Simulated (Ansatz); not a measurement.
# Mo(100) with 4 thermally displaced layers, 2x2: scattering by thermal displacements

How much do lattice vibrations at 300 K scatter the electrons of Mo? Layers with random displacements are laid between perfect leads, and the resistance is followed against their length.

Main program and level: Ansatz 0.2.0; Ansatz plane-wave DFT, PBE, PAW files; ballistic transport by layer matching (Landauer), zero bias; PAW set soft_1.

Report form: the programs' logs are mostly left out.

## 1. The starting structure

The cell holds 56 atoms: 56 Mo. Its edges and angles: a = 6.294 Å, b = 6.294 Å, c = 22.029 Å, α = 90.0°, β = 90.0°, γ = 90.0°. It derives from Mo. Regions: lead, 40 atoms (40 Mo); scattering region, 16 atoms (16 Mo). The structure is stacked along c, and the current runs across the ab planes.

## 2. With 4 displaced layers

Each atom of 4 layers is moved at random, by amounts drawn from a normal law 0.0488 Å wide in each direction from the Debye model (450 K) at 300 K. The layers about the cell's end stay perfect and serve as the lead. Disorder leaves little or no symmetry, which makes such runs dear. Energies from -0.05 to 0.05 eV in steps of 0.05 eV are too few for the program's thermal sum, so it prints no conductance; for a metal the transmission near the Fermi level serves, at a fraction of the cost.

Contents of input.yaml:

```yaml
crystal:
  lattice:
    - [6.294, 0.0, 0.0]
    - [0.0, 6.294, 0.0]
    - [0.0, 0.0, 22.029]
  atoms:
    - { symbol: Mo, position: [0.0, 0.0, 0.0357142857] }
    - { symbol: Mo, position: [0.0, 0.5, 0.0357142857] }
    - { symbol: Mo, position: [0.5, 0.0, 0.0357142857] }
    - { symbol: Mo, position: [0.5, 0.5, 0.0357142857] }
    - { symbol: Mo, position: [0.25, 0.25, 0.1071428571] }
    - { symbol: Mo, position: [0.25, 0.75, 0.1071428571] }
    - { symbol: Mo, position: [0.75, 0.25, 0.1071428571] }
    - { symbol: Mo, position: [0.75, 0.75, 0.1071428571] }
[... 44 atom lines left out ...]
    - { symbol: Mo, position: [0.25, 0.25, 0.9642857143] }
    - { symbol: Mo, position: [0.25, 0.75, 0.9642857143] }
    - { symbol: Mo, position: [0.75, 0.25, 0.9642857143] }
    - { symbol: Mo, position: [0.75, 0.75, 0.9642857143] }
kpoints:
  mp_grid: { grid: [4, 4, 1] }
hamiltonian:
  xc: pbe
  pseudopotentials: { kind: paw, azcp: { folder: soft_1 } }
scf:
  occupations: { method: fermi_dirac, width: 0.1 }
output:
  transmission: { leads: [[0, 4]], kmesh: [8, 8], e_range: [-0.05, 0.05], de: 0.05 }
  write_potential: true
  write_density: true
  volumetric_format: npy
```

Launch:

```
$ ansatz run input.yaml --threads 4 --pin off --max-ram 15360MiB --backend cpu --events-out ev --progress --plain --runs-dir out
```

The job ended after 10 min (4 threads of Arm Neoverse V2, shared host; peak memory 7.7 GiB; 39 min of CPU time).

This step gave:

```
free energy                                    : -277538.8150 eV
energy at zero smearing                        : -277538.1012 eV
Fermi energy                                   : 21.18 eV
cell area                                      : 39.61 Å²
transmission per spin nearest the Fermi level  : 6.365
open channels per spin nearest the Fermi level : 6.781
step of the lead's potential                   : 1.4 meV
```

Per spin. The transmission, zone mean by energy, zero at the Fermi level:

```
energy (eV)  transmission, zone mean
    -0.0500                     6.18
     0.0000                     6.36
     0.0500                     6.46
```

Per spin. The open channels, zone mean, lead by energy, zero at the Fermi level:

```
energy (eV)  open channels, zone mean, lead
    -0.0500                            6.59
     0.0000                            6.78
     0.0500                            6.84
```

Transmission over k1 and k2. At 0.0000 eV from the Fermi level.

Ten even steps from '_' (0.0) to '@' (13.7):
```
____..--++--..__
::..--##@@%%--..
::--%%@@@@@@##--
::==@@@@@@@@@@==
::--##@@@@@@%%--
::..--%%@@##--..
____..--++--..__
____::::::::::__
```
Columns: k1 (b1) from -0.5 to 0.375; rows upwards: k2 (b2) from -0.5 to 0.375.

Open channels over k1 and k2. At 0.0000 eV from the Fermi level.

Values, 8 rows by 8 columns:
```
 0.0  1.0  2.0  5.0  7.0  5.0  2.0  1.0
 4.0  2.0  6.0 12.0 15.0 12.0  6.0  2.0
 4.0  5.0 12.0 14.0 14.0 14.0 12.0  5.0
 4.0  7.0 15.0 14.0 14.0 14.0 15.0  7.0
 4.0  5.0 12.0 14.0 14.0 14.0 12.0  5.0
 4.0  2.0  6.0 12.0 15.0 12.0  6.0  2.0
 0.0  1.0  2.0  5.0  7.0  5.0  2.0  1.0
 0.0  0.0  4.0  4.0  4.0  4.0  4.0  0.0
```
Columns: k1 (b1) from -0.5 to 0.375; rows upwards: k2 (b2) from -0.5 to 0.375.

Over the solved energies the transmission per spin lies between 6.18 and 6.46, out of 6.74 channels of the lead on average (up to 6.84).

## 3. With 8 displaced layers

Each atom of 8 layers is moved at random, by amounts drawn from a normal law 0.0488 Å wide in each direction from the Debye model (450 K) at 300 K. A fresh draw is used; the growth of the resistance with length is what counts.

System of this step: Mo(100) with 8 thermally displaced layers, 2x2. The cell holds 72 atoms: 72 Mo. Cell: a = 6.294 Å, b = 6.294 Å, c = 28.323 Å, α = 90.0°, β = 90.0°, γ = 90.0°. It derives from Mo. Regions: lead, 40 atoms (40 Mo); scattering region, 32 atoms (32 Mo). The structure is stacked along c, and the current runs across the ab planes.

Contents of input.yaml:

```yaml
crystal:
  lattice:
    - [6.294, 0.0, 0.0]
    - [0.0, 6.294, 0.0]
    - [0.0, 0.0, 28.323]
  atoms:
    - { symbol: Mo, position: [0.0, 0.0, 0.0277777778] }
    - { symbol: Mo, position: [0.0, 0.5, 0.0277777778] }
    - { symbol: Mo, position: [0.5, 0.0, 0.0277777778] }
    - { symbol: Mo, position: [0.5, 0.5, 0.0277777778] }
    - { symbol: Mo, position: [0.25, 0.25, 0.0833333333] }
    - { symbol: Mo, position: [0.25, 0.75, 0.0833333333] }
    - { symbol: Mo, position: [0.75, 0.25, 0.0833333333] }
    - { symbol: Mo, position: [0.75, 0.75, 0.0833333333] }
[... 60 atom lines left out ...]
    - { symbol: Mo, position: [0.25, 0.25, 0.9722222222] }
    - { symbol: Mo, position: [0.25, 0.75, 0.9722222222] }
    - { symbol: Mo, position: [0.75, 0.25, 0.9722222222] }
    - { symbol: Mo, position: [0.75, 0.75, 0.9722222222] }
kpoints:
  mp_grid: { grid: [4, 4, 1] }
hamiltonian:
  xc: pbe
  pseudopotentials: { kind: paw, azcp: { folder: soft_1 } }
scf:
  occupations: { method: fermi_dirac, width: 0.1 }
output:
  transmission: { leads: [[0, 4]], kmesh: [8, 8], e_range: [-0.05, 0.05], de: 0.05 }
  write_potential: true
  write_density: true
  volumetric_format: npy
```

It took 15 min on 4 threads; peak memory 8 GiB.

This step gave:

```
free energy                                    : -356834.9786 eV
energy at zero smearing                        : -356834.1546 eV
Fermi energy                                   : 21.10 eV
transmission per spin nearest the Fermi level  : 5.536
open channels per spin nearest the Fermi level : 6.594
step of the lead's potential                   : 3.3 meV
```

Per spin. Transmission, zone mean against energy, zero at the Fermi level:

```
energy (eV)  transmission, zone mean
    -0.0500                     5.56
     0.0000                     5.54
     0.0500                     5.49
```

Over the solved energies the transmission per spin lies between 5.49 and 5.56, out of 6.59 channels of the lead on average (up to 6.66).

## 4. With 12 displaced layers

Each atom of 12 layers is moved at random, by amounts drawn from a normal law 0.0488 Å wide in each direction from the Debye model (450 K) at 300 K. A fresh draw is used; the growth of the resistance with length is what counts.

System of this step: Mo(100) with 12 thermally displaced layers, 2x2. The cell holds 88 atoms: 88 Mo. Cell: a = 6.294 Å, b = 6.294 Å, c = 34.617 Å, α = 90.0°, β = 90.0°, γ = 90.0°. It derives from Mo. Regions: lead, 40 atoms (40 Mo); scattering region, 48 atoms (48 Mo). The structure is stacked along c, and the current runs across the ab planes.

Contents of input.yaml:

```yaml
crystal:
  lattice:
    - [6.294, 0.0, 0.0]
    - [0.0, 6.294, 0.0]
    - [0.0, 0.0, 34.617]
  atoms:
    - { symbol: Mo, position: [0.0, 0.0, 0.0227272727] }
    - { symbol: Mo, position: [0.0, 0.5, 0.0227272727] }
    - { symbol: Mo, position: [0.5, 0.0, 0.0227272727] }
    - { symbol: Mo, position: [0.5, 0.5, 0.0227272727] }
    - { symbol: Mo, position: [0.25, 0.25, 0.0681818182] }
    - { symbol: Mo, position: [0.25, 0.75, 0.0681818182] }
    - { symbol: Mo, position: [0.75, 0.25, 0.0681818182] }
    - { symbol: Mo, position: [0.75, 0.75, 0.0681818182] }
[... 76 atom lines left out ...]
    - { symbol: Mo, position: [0.25, 0.25, 0.9772727273] }
    - { symbol: Mo, position: [0.25, 0.75, 0.9772727273] }
    - { symbol: Mo, position: [0.75, 0.25, 0.9772727273] }
    - { symbol: Mo, position: [0.75, 0.75, 0.9772727273] }
kpoints:
  mp_grid: { grid: [4, 4, 1] }
hamiltonian:
  xc: pbe
  pseudopotentials: { kind: paw, azcp: { folder: soft_1 } }
scf:
  occupations: { method: fermi_dirac, width: 0.1 }
output:
  transmission: { leads: [[0, 4]], kmesh: [8, 8], e_range: [-0.05, 0.05], de: 0.05 }
  write_potential: true
  write_density: true
  volumetric_format: npy
```

Run time: 21 min. Hardware: 4 threads; peak memory 8.2 GiB; 81 min of CPU time.

Numbers from this step:

| Property | Result |
| --- | --- |
| free energy | -436131.3455 eV |
| energy at zero smearing | -436130.2640 eV |
| Fermi energy | 21.13 eV |
| transmission per spin nearest the Fermi level | 5.265 |
| step of the lead's potential | 4.3 meV |

Per spin. The transmission, zone mean by energy, zero at the Fermi level:

```
energy (eV)  transmission, zone mean
    -0.0500                     5.27
     0.0000                     5.26
     0.0500                     5.43
```

Over the solved energies the transmission per spin lies between 5.26 and 5.43, out of 6.64 channels of the lead on average (up to 6.78).

## 5. Resistance against length

This step: Ansatz plane-wave DFT, PBE, PAW files; ballistic transport by layer matching (Landauer), zero bias; resistivity from the slope of the area resistance; PAW set soft_1 (Ansatz 0.2.0).

This step gave:

```
resistivity           : 11.28 µΩ cm
intercept             : -0.01245 fΩ m²
scatter about the fit : 0.01389 fΩ m²
```

Resistance, by row:

```
run  length (Å)      T  channels N  RA (fΩ m²)
 n4       6.294  6.333        6.74     0.04872
 n8       12.59   5.53       6.594      0.1492
n12       18.88  5.319       6.635      0.1907
```

Table of area resistance by length of the displaced region:

```
length of the displaced region (Å)  area resistance (fΩ m²)
                              6.29                   0.0487
                             12.59                    0.149
                             18.88                    0.191
```

The area resistance goes from 0.049 to 0.19 fΩ m² between 6.3 and 18.9 Å, a slope of 11 µΩ cm.

By hand from the end points: (0.1907 − 0.04872) fΩ m² / (18.88 − 6.29) Å = 11 µΩ cm, since 1 fΩ m² per Å is 1000 µΩ cm.

## 6. Results

```yaml
resistivity_from_the_slope: 11.3 µΩ cm
area_resistance_over_6p29_a: 0.0487 fΩ m²
area_resistance_over_12p6_a: 0.149 fΩ m²
area_resistance_over_18p9_a: 0.191 fΩ m²
```

In words: The slope gives 11 µΩ cm. The points scatter by 0.014 fΩ m² about the line, with one random draw a length in a 2x2 cell, so the slope is a rough value. The mean square of the displacements drawn is 0.75, 0.94 and 0.81 of the nominal one at the three lengths; with each resistance scaled back by that, the slope is 14 µΩ cm, the value used below. The lead's own channel count moves between the runs (6.74, 6.59 and 6.64), which shifts RA and the slope too. Read with a model of isotropic scattering on a spherical Fermi surface and the lead's 1.3×10¹⁵ S/m², this slope means a mean free path near 46 Å; over these lengths the model's slope is 1.10 times its bulk resistivity, which would be 12 µΩ cm. Uncorrelated displacements put too much weight on short waves, which scatter strongly; with the sideways repeat of a small cell, one draw and three short lengths, the method is good to a factor of two or three. The measured value is 5.52 µΩ cm (CRC Handbook of Chemistry and Physics, 84th ed., 2003, Electrical Resistivity of Pure Metals); the scaled slope is 2.5 times that and the corrected value 2.2: clearly high.

[Logs are printed without paths, hosts, clocks, repeated set-up lines and the standing remarks that a program may print on its own settings, such as how far it seeks lower states.]

[Hosts, paths, dates, database ids (printed as entryN), source tags and the programs' standing remarks are cut or masked in the printed files.]
